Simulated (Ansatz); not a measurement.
# Grüneisen parameters and expansion of ZrC (Fm-3m)

Aim: how the vibrations of ZrC shift with volume, and the expansion that follows.

Program: Ansatz 0.2.0. Level of theory: DFT PBEsol, scalar-relativistic, plane waves, PAW. Results are calculated unless marked as measured.

The database entry behind the starting cell differs from later determinations by our own check (an axis about 0.7 % long against later determinations), so it need not match the best structure at ambient conditions.

## 1. Set-up

The structure is cubic, space group Fm-3m (No. 225). Conventional cell: a = 4.730 Å, b = 4.730 Å, c = 4.730 Å, α = 90.00°, β = 90.00°, γ = 90.00°. Zr has 6 C at 2.37 Å nearest. Nearest to C lie 6 Zr at 2.37 Å. Farther neighbours are not listed.

## 2. A first coarse run

A cheap single point shows whether the cell is a metal or an insulator and how far it is from rest; that sets the k-mesh and the occupations of what follows.

File input.yaml:

```yaml
crystal:
  lattice:
    - [0.0, 2.365, 2.365]
    - [2.365, 0.0, 2.365]
    - [2.365, 2.365, 0.0]
  atoms:
    - { symbol: Zr, position: [0.5, 0.5, 0.5] }
    - { symbol: C, position: [0.0, 0.0, 0.0] }
kpoints:
  mp_grid: { grid: [6, 6, 6] }
hamiltonian:
  xc: pbesol
scf:
  occupations: { method: gaussian, width: 0.1 }
output:
  forces: true
  stress: true
  eigenvalues: true
```

Launch:

```
$ ansatz run input.yaml --threads 4 --pin off --max-ram 8192MiB --backend cpu --events-out ev --progress --plain --runs-dir out
```

Numbers of over 12 decimals in the logs are rounded to 6 here.

Output:

```text
Engine: ansatz 0.2.0, aarch64-unknown-linux-gnu
Pseudopotentials: kind: paw
Pseudopotential: Zr, paw, valence charge 12, recommended cutoff 420 eV (normal), Zr.paw.azcp
Pseudopotential: C, paw, valence charge 4, recommended cutoff 420 eV (normal), C.paw.azcp
Functional definition: PBEsol
  exchange = pbesol_x
  correlation = pbesol_c
Crystal: 2 atoms, lattice volume = 26.456 Å³
Basis set: ecut = 420 eV, 531 PW (Γ), exchange–correlation on 48×48×48 points (8 copies of the dense FFT grid, shifted against one another)
Bands: 12, of which v1, the nominal top of the filled ones, is band 8 counted from 1 (7 counted from 0)
Symmetry: 48 space group operations
Space group: Fm-3m (ITA 225), of the structure as read, at distance tolerance 3.0e-5 Å
k-points: 16 of 216
Non-local potential: Zr, projectors of the file, l = 0: 3, l = 1: 2, l = 2: 2, l = 3: 2
Non-local potential: C, projectors of the file, l = 0: 2, l = 1: 2, l = 2: 1
PAW form: soft (Blöchl's): semilocal exchange-correlation on the pseudo side does not see the compensation charge
PAW frozen core: Zr, regenerated for the run's functional, and the local potential with it (the file was generated under x = pbe(κ = 0.804, μ = 0.219515), c = pbe(β = 0.066725))
PAW frozen core: C, regenerated for the run's functional, and the local potential with it (the file was generated under x = pbe(κ = 0.804, μ = 0.219515), c = pbe(β = 0.066725))
PAW one-centre angular grid: Zr, 590 points (default); XC on 64 Gauss nodes
PAW one-centre angular grid: C, 110 points (default); XC on 64 Gauss nodes
Initial density: superposition of atomic densities (neutral atoms: chi_scale 0, normalization atom), corrected by the library's trained network
Initial wavefunctions: pseudopotential atomic-orbital guess
Functional: x = pbesol(κ = 0.804, μ = 0.123457), c = pbesol(β = 0.046)
SCF iter   1: F=—  HF=-4377.140040 eV  |F-HF|=—  |Δ(HF+E_count)|=         —  Δρ=7.54e-3  dr2=1.85e-2  ethr=1.77e-3  ⟨swp⟩=5.0  Hψ=962  notcnv=0
preconditioner: auto → none  [insulator: Δε(μ)=0.281 eV  Ē_g=17.869 eV  σ=0.100 eV  W_gap=0.95  n_scr=8 (ndim 8)  ℏωp=27.0 eV  f_vac=0.000  D(μ)=0.19/eV (n_scr^D=0)  ε∞_Penn≈3.3]
SCF iter   2: F=—  HF=-4377.135671 eV  |F-HF|=—  |Δ(HF+E_count)|=   4.37e-3  Δρ=2.24e-3  dr2=1.62e-3  ethr=1.15e-4  ⟨swp⟩=1.0  Hψ=320  notcnv=0
SCF iter   3: F=—  HF=-4377.135369 eV  |F-HF|=—  |Δ(HF+E_count)|=   3.02e-4  Δρ=4.00e-4  dr2=2.87e-5  ethr=1.02e-5  ⟨swp⟩=2.0  Hψ=239  notcnv=0
SCF iter   4: F=—  HF=-4377.135369 eV  |F-HF|=—  |Δ(HF+E_count)|=   1.34e-7  Δρ=8.29e-5  dr2=1.05e-6  ethr=1.79e-7  ⟨swp⟩=2.1  Hψ=231  notcnv=0
iter 5 did not close the SCF: its close was put off for the readings that it lacked (scf_convergence_deferred on its scf_iter line)
SCF iter   5: F=-4377.135369 eV  HF=-4377.135369 eV  |F-HF|=3.82e-11  |Δ(HF+E_count)|=   2.48e-7  Δρ=4.99e-6  dr2=2.95e-9  ethr=6.54e-9  ⟨swp⟩=2.4  Hψ=276  notcnv=0
SCF iter   6: F=-4377.135369 eV  HF=-4377.135369 eV  |F-HF|=5.82e-11  |Δ(HF+E_count)|=   1.26e-9  Δρ=5.71e-7  dr2=7.31e-11  ethr=1.84e-11  ⟨swp⟩=2.0  Hψ=615  notcnv=0
SCF 1 converged in 6 iterations: F = -4377.135369 eV  dr2 = 7.31e-11
  greatest PAW one-centre occupation: 0.996 electrons in one spin orbital (limit 2), on the Zr atom at site 0 (counted from 0), in its partial waves of l = 0
SCF converged after 6 iterations
Free energy (F): -4377.135369 eV
Harris-Foulkes:  -4377.135369 eV  (|F-HF|=5.82e-11)
Internal energy: -4377.134669 eV  (E = F + TS)
E sigma→0 (E₀):  -4377.135019 eV
Entropy (-TS):   -0.000700 eV (-0.350 meV/atom)
Fermi energy:    14.355731 eV
--- Per-component energies (eV) ---
  E_band       = -55.169109
  E_kinetic    = 420.560742
  E_local      = -605.281204  (includes V_loc(G=0)·N_el)
  E_nonlocal   = 105.948439
  E_hartree    = 180.680401
  E_xc         = -209.258667
  E_vxc        = -251.120426  (∫ρ·V_xc dr)
  E_paw        = -2994.107412  (= ΣΔE_a)
  E_vpaw       = -86.637414  (= ΣTr[D̂ρ^β])
  E_aug_tail   = 0.000038  (compensation charges beyond the density's cutoff)
  E_ewald      = -1275.863827
  E_core_change = 0.186821  (= ΣΔE_core)
  E_smearing   = -0.000700  (= −TS)
  E_closure    = 0.000000  (closes the sum)
  Σ components = -4377.135369   (vs F -4377.135369, Δ=0.00e0)
--- Forces (eV/Å), atoms counted from 1 ---
  atom   1  Zr     0.00000000     0.00000000     0.00000000
  atom   2  C     -0.00000000     0.00000000     0.00000000
  max |Σ_I F_I| component: 2.72e-29 eV/Å
--- Stress (GPa, compression-positive) ---
       -8.421991      -0.000000      -0.000000
        0.000000      -8.421991       0.000000
       -0.000000       0.000000      -8.421991
  P = ⅓ Tr σ = -8.4220 GPa (-84.220 kbar)
--- Band table (eV; the first three rows and the last of 16) ---
  k-point 0: bands = [... 4 lower, 3.2168, 15.3869, 15.3869, 15.3869, 15.4763, 15.4763, 15.4763, 17.1768]
  k-point 1: bands = [... 4 lower, 3.8088, 13.0186, 13.5681, 13.5681, 16.2355, 16.2355, 16.6704, 19.4863]
  k-point 2: bands = [... 4 lower, 5.2118, 10.5244, 12.0741, 12.0741, 17.7488, 17.7488, 17.8374, 22.6219]
  k-point 15: bands = [... 4 lower, 4.9001, 12.1556, 12.1710, 12.3843, 16.2429, 18.9293, 19.9689, 20.5605]
```

Elapsed: 0.34 s, on 4 threads of Arm Neoverse V1, shared host; peak memory 0.27 GiB.

Numbers from this step:

* pressure: -8.422 GPa
* volume per atom: 13.23 Å³
* gap on the k-mesh: 0 eV

The start is under -8.4 GPa at this level and looks like a metal on this mesh.

## 3. A loose first relaxation

The start is far from rest, so a relaxation with loose thresholds first brings it near the minimum.

input.yaml, the sections that differ from step 2:

```yaml
kpoints:
  mp_grid: { grid: [8, 8, 8] }
relax:
  adjacent_minimum: "off"
  f_tol: 0.05
  max_steps: 80
  cell: { stress_tol: 0.5 }
# crystal, hamiltonian, scf, output: as in step 2
```

Output:

```text
[...]
Crystal: 2 atoms, lattice volume = 26.456 Å³
Basis set: ecut = 420 eV, 531 PW (Γ), exchange–correlation on 48×48×48 points (8 copies of the dense FFT grid, shifted against one another)
Bands: 12, of which v1, the nominal top of the filled ones, is band 8 counted from 1 (7 counted from 0)
Symmetry: 48 space group operations
[...]
k-points: 29 of 512
[...]
SCF iter   1: F=—  HF=-4377.149083 eV  |F-HF|=—  |Δ(HF+E_count)|=         —  Δρ=8.23e-3  dr2=2.26e-2  ethr=1.77e-3  ⟨swp⟩=5.0  Hψ=1732  notcnv=0
[...]
SCF iter   6: F=-4377.143427 eV  HF=-4377.143427 eV  |F-HF|=1.18e-11  |Δ(HF+E_count)|=   2.49e-9  Δρ=6.46e-7  dr2=3.77e-11  ethr=1.42e-11  ⟨swp⟩=1.9  Hψ=1089  notcnv=0
SCF 1 converged in 6 iterations: F = -4377.143427 eV  dr2 = 3.77e-11
[...]
relax step   1: F+E_penalty+E_count = -4377.14342741 eV  Δ(F+E_penalty+E_count) = +0.000e0 eV  max|allowed force component| = 1.745e-29 eV/Å  Δτ_max = 0.0000 Å  P = -8.514 GPa  Ω = 26.456 Å³  (6 SCF iters, dr2 threshold 1.00e-7 eV, accepted)
Crystal: 2 atoms, lattice volume = 24.500 Å³
[...]
iter 1 solved again at ethr=2.42e-4 eV; its pass at ethr=3.10e-3 eV (dr2=3.87e-2 eV) is discarded
[...]
SCF iter   6: F=-4377.145443 eV  HF=-4377.145443 eV  |F-HF|=1.64e-11  |Δ(HF+E_count)|=  1.73e-11  Δρ=5.61e-7  dr2=4.61e-11  ethr=1.88e-11  ⟨swp⟩=1.6  Hψ=1042  notcnv=0
SCF 2 converged in 6 iterations: F = -4377.145443 eV  dr2 = 4.61e-11
relax step   2: F+E_penalty+E_count = -4377.14544305 eV  Δ(F+E_penalty+E_count) = -2.016e-3 eV  max|allowed force component| = 1.210e-29 eV/Å  Δτ_max = 0.0000 Å  P = +9.754 GPa  Ω = 24.500 Å³  energy of the carried Pulay correction = +2.496e-3 eV  (6 SCF iters, dr2 threshold 2.00e-7 eV, rejected (line search))
Crystal: 2 atoms, lattice volume = 25.507 Å³
[...]
SCF iter   6: F=-4377.172103 eV  HF=-4377.172103 eV  |F-HF|=7.28e-12  |Δ(HF+E_count)|=  8.00e-11  Δρ=2.99e-7  dr2=1.49e-11  ethr=4.02e-12  ⟨swp⟩=2.1  Hψ=1221  notcnv=0
SCF 3 converged in 6 iterations: F = -4377.172103 eV  dr2 = 1.49e-11
relax step   3: F+E_penalty+E_count = -4377.17210258 eV  Δ(F+E_penalty+E_count) = -2.868e-2 eV  max|allowed force component| = 1.290e-29 eV/Å  Δτ_max = 0.0000 Å  P = -0.518 GPa  Ω = 25.507 Å³  energy of the carried Pulay correction = +1.187e-3 eV  (6 SCF iters, accepted)
[...]
relax step   4: F+E_penalty+E_count = -4377.17226786 eV  Δ(F+E_penalty+E_count) = -1.653e-4 eV  max|allowed force component| = 7.839e-30 eV/Å  Δτ_max = 0.0000 Å  P = +0.031 GPa  Ω = 25.448 Å³  energy of the carried Pulay correction = +1.263e-3 eV  (6 SCF iters, dr2 threshold 2.00e-7 eV, accepted)
[...]
SCF iter   8: F=-4377.171186 eV  HF=-4377.171186 eV  |F-HF|=1.82e-12  |Δ(HF+E_count)|=  1.82e-12  Δρ=6.84e-10  dr2=1.27e-16  ethr=1.00e-12  ⟨swp⟩=1.0  Hψ=813  notcnv=0
SCF 5 converged in 8 iterations: F = -4377.171186 eV  dr2 = 1.27e-16
relax step   5: F+E_penalty+E_count = -4377.17118610 eV  Δ(F+E_penalty+E_count) = +1.082e-3 eV  max|allowed force component| = 7.889e-30 eV/Å  Δτ_max = 0.0000 Å  P = -0.035 GPa  Ω = 25.448 Å³  stress off target by 3.50e-2 GPa  SCF on the basis re-selected at this cell (its energy is not comparable with the rows above)  (8 SCF iters)
basis re-selected at this cell: Δ(F+E_penalty+E_count) = +1.082e-3 eV, ΔP = -0.066 GPa vs the last step (what re-selecting the basis moved, of the pressure what is left beyond the Pulay correction that the steps carried, after the strain that the cell walked since its last selection, with what the two solves' SCF thresholds leave and, on support functions, any second-order correction that the steps lacked; it is no m [...]
SCF converged after 8 iterations
Free energy (F): -4377.171186 eV
[...]
Internal energy: -4377.169162 eV  (E = F + TS)
E sigma→0 (E₀):  -4377.170174 eV
Entropy (-TS):   -0.002024 eV (-1.012 meV/atom)
Fermi energy:    15.031351 eV
[...]
--- Stress (GPa, compression-positive) ---
       -0.034993      -0.000000      -0.000000
       -0.000000      -0.034993      -0.000000
       -0.000000      -0.000000      -0.034993
  P = ⅓ Tr σ = -0.0350 GPa (-0.350 kbar)
--- Band table (eV; the first three rows and the last of 29) ---
  k-point 0: bands = [... 4 lower, 3.7270, 16.0395, 16.0395, 16.0395, 16.1448, 16.1448, 16.1448, 17.9438]
  k-point 1: bands = [... 4 lower, 4.0913, 14.2967, 14.6760, 14.6760, 16.6664, 16.6664, 17.1525, 19.5364]
  k-point 2: bands = [... 4 lower, 5.0428, 12.2924, 13.2715, 13.2715, 17.6660, 17.6660, 17.8933, 22.0201]
  k-point 28: bands = [... 4 lower, 5.6346, 12.3869, 12.7155, 12.7155, 18.4160, 18.4160, 20.9108, 22.3046]
--- Relaxed structure (4 steps of the walk, 3 accepted, 1 SCFs on fresh bases) ---
  F+E_penalty+E_count = -4377.17118610 eV   max|allowed force component| = 7.889e-30 eV/Å   (the final SCF, on the basis selected at the relaxed cell)
  cell:  # Å, volume = 25.4476 Å³
    - [0, 2.334563, 2.334563]
    - [2.334563, 0, 2.334563]
    - [2.334563, 2.334563, 0]
  atoms:
    - { symbol: Zr, position: [0.5, 0.5, 0.5] }
    - { symbol: C, position: [0, 0, 0] }
```

Run time: 1.6 s. Hardware: 4 threads; peak memory 0.29 GiB.

Relaxation path:

```tsv
step	energy less that of the first step (eV)	largest force component (eV/Å)	pressure (GPa)	volume (Å³)
1	0.0000	0.0000	-8.51	26.46
2	-0.0020	0.0000	9.75	24.50
3	-0.0287	0.0000	-0.52	25.51
4	-0.0288	0.0000	0.03	25.45
5*	-0.0278	0.0000	-0.03	25.45
```

Relaxation steps marked * repeat the geometry before them on a plane-wave basis chosen anew for their cell, so energy and pressure can jump there. Relaxation step 2 was tried and not accepted.

The run keeps the 48 symmetry operations that it works with, so distortions that break them were not tested.

```tsv
conventional cell, symmetrised	before	after	change
a (Å)	4.730	4.669	-1.3 %
b (Å)	4.730	4.669	-1.3 %
c (Å)	4.730	4.669	-1.3 %
volume (Å³/atom)	13.23	12.72	-3.8 %
```

The relaxed structure:

```cif
data_structure
_symmetry_space_group_name_H-M 'P 1'
_symmetry_Int_Tables_number 1
_cell_length_a 3.3016
_cell_length_b 3.3016
_cell_length_c 3.3016
_cell_angle_alpha 60.000
_cell_angle_beta 60.000
_cell_angle_gamma 60.000
_cell_volume 25.45
loop_
_atom_site_label
_atom_site_type_symbol
_atom_site_fract_x
_atom_site_fract_y
_atom_site_fract_z
_atom_site_occupancy
Zr1 Zr 0.50000 0.50000 0.50000 1
C2 C 0.00000 0.00000 0.00000 1
```

Numbers from this step:

| Quantity | Value |
| --- | --- |
| pressure | -0.03499 GPa |
| volume per atom | 12.72 Å³ |

The relaxation ends with a pressure of -0.03 GPa.

## 4. Relaxation

The vibrations must be taken about the equilibrium of this functional, not about the starting cell, so the structure is relaxed.

input.yaml, the sections that differ from step 3:

```yaml
crystal:
  lattice:
    - [0.0, 2.334562934, 2.334562934]
    - [2.334562934, 0.0, 2.334562934]
    - [2.334562934, 2.334562934, 0.0]
  atoms:
    - { symbol: Zr, position: [0.5, 0.5, 0.5] }
    - { symbol: C, position: [0.0, 0.0, 0.0] }
kpoints:
  mp_grid: { grid: [16, 16, 16] }
relax:
  adjacent_minimum: "off"
  f_tol: 0.005
  max_steps: 80
  cell: { stress_tol: 0.05 }
# hamiltonian, scf, output: as in step 3
```

Output:

```text
[...]
Crystal: 2 atoms, lattice volume = 25.448 Å³
Basis set: ecut = 420 eV, 531 PW (Γ), exchange–correlation on 48×48×48 points (8 copies of the dense FFT grid, shifted against one another)
Bands: 12, of which v1, the nominal top of the filled ones, is band 8 counted from 1 (7 counted from 0)
Symmetry: 48 space group operations
[...]
k-points: 145 of 4096
[...]
k-point 144: bands = [... 4 lower, 5.6319, 12.3850, 12.7144, 12.7144, 18.4151, 18.4151, 20.9117, 22.3046]
--- Relaxed structure (1 steps of the walk, 1 accepted, 1 SCFs on fresh bases) ---
[...]
cell:  # Å, volume = 25.4476 Å³
    - [0.0, 2.334562934, 2.334562934]
    - [2.334562934, 0.0, 2.334562934]
    - [2.334562934, 2.334562934, 0.0]
  atoms:
    - { symbol: Zr, position: [0.500000, 0.500000, 0.500000] }
    - { symbol: C, position: [0.0, 0.0, 0.0] }
[key lines of the parts left out:]
SCF converged after 8 iterations
Free energy (F): -4377.173493 eV
Fermi energy:    15.064889 eV
P = ⅓ Tr σ = -0.0488 GPa (-0.488 kbar)
```

Run time: 1.9 s. Hardware: 4 threads; peak memory 0.36 GiB; 6.5 s of CPU time.

Little changed from the start: no atom moved by 0.005 Å and no cell edge by 0.1 %.

This step gave:

* pressure: -0.04879 GPa

## 5. Tight relaxation

The relaxation is repeated with tighter thresholds on force and stress, since phonons are sensitive to what is left; a change of mesh or smearing in the input moves the cell too.

input.yaml, the sections that differ from step 4:

```yaml
scf:
  occupations: { method: methfessel_paxton, width: 0.2 }
relax:
  adjacent_minimum: "off"
  f_tol: 0.001
  max_steps: 60
  cell: { stress_tol: 0.01 }
# crystal, kpoints, hamiltonian, output: as in step 4
```

Output:

```text
[...]
Crystal: 2 atoms, lattice volume = 25.448 Å³
Basis set: ecut = 420 eV, 531 PW (Γ), exchange–correlation on 48×48×48 points (8 copies of the dense FFT grid, shifted against one another)
Bands: 12, of which v1, the nominal top of the filled ones, is band 8 counted from 1 (7 counted from 0)
Symmetry: 48 space group operations
[...]
k-points: 145 of 4096
[...]
k-point 144: bands = [... 4 lower, 5.6349, 12.3879, 12.7176, 12.7176, 18.4187, 18.4187, 20.9157, 22.3092]
--- Relaxed structure (3 steps of the walk, 3 accepted, 1 SCFs on fresh bases) ---
[...]
cell:  # Å, volume = 25.4431 Å³
    - [0, 2.334424, 2.334424]
    - [2.334424, 0, 2.334424]
    - [2.334424, 2.334424, 0]
  atoms:
    - { symbol: Zr, position: [0.5, 0.5, 0.5] }
    - { symbol: C, position: [0, 0, 0] }
[key lines of the parts left out:]
SCF converged after 6 iterations
Free energy (F): -4377.172787 eV
Fermi energy:    15.075470 eV
P = ⅓ Tr σ = -0.0002 GPa (-0.002 kbar)
```

Run time: 3.1 s. Hardware: 4 threads; peak memory 0.37 GiB.

Little changed from the start: no atom moved by 0.005 Å and no cell edge by 0.1 %.

This step gave:

```yaml
pressure: -1.82e-4 GPa
```

The residual pressure is -1.8e-4 GPa, small enough for phonons.

[end of part 1 of 3]

[Logs are printed without paths, hosts, clocks, repeated set-up lines and the standing remarks that a program may print on its own settings, such as how far it seeks lower states.]

[Hosts, paths, dates, database ids (printed as entryN), source tags and the programs' standing remarks are cut or masked in the printed files.]

[A step with changed settings may run another functional than the one named; its input shows which.]

[Of the runs on displaced cells, only some may be shown.]
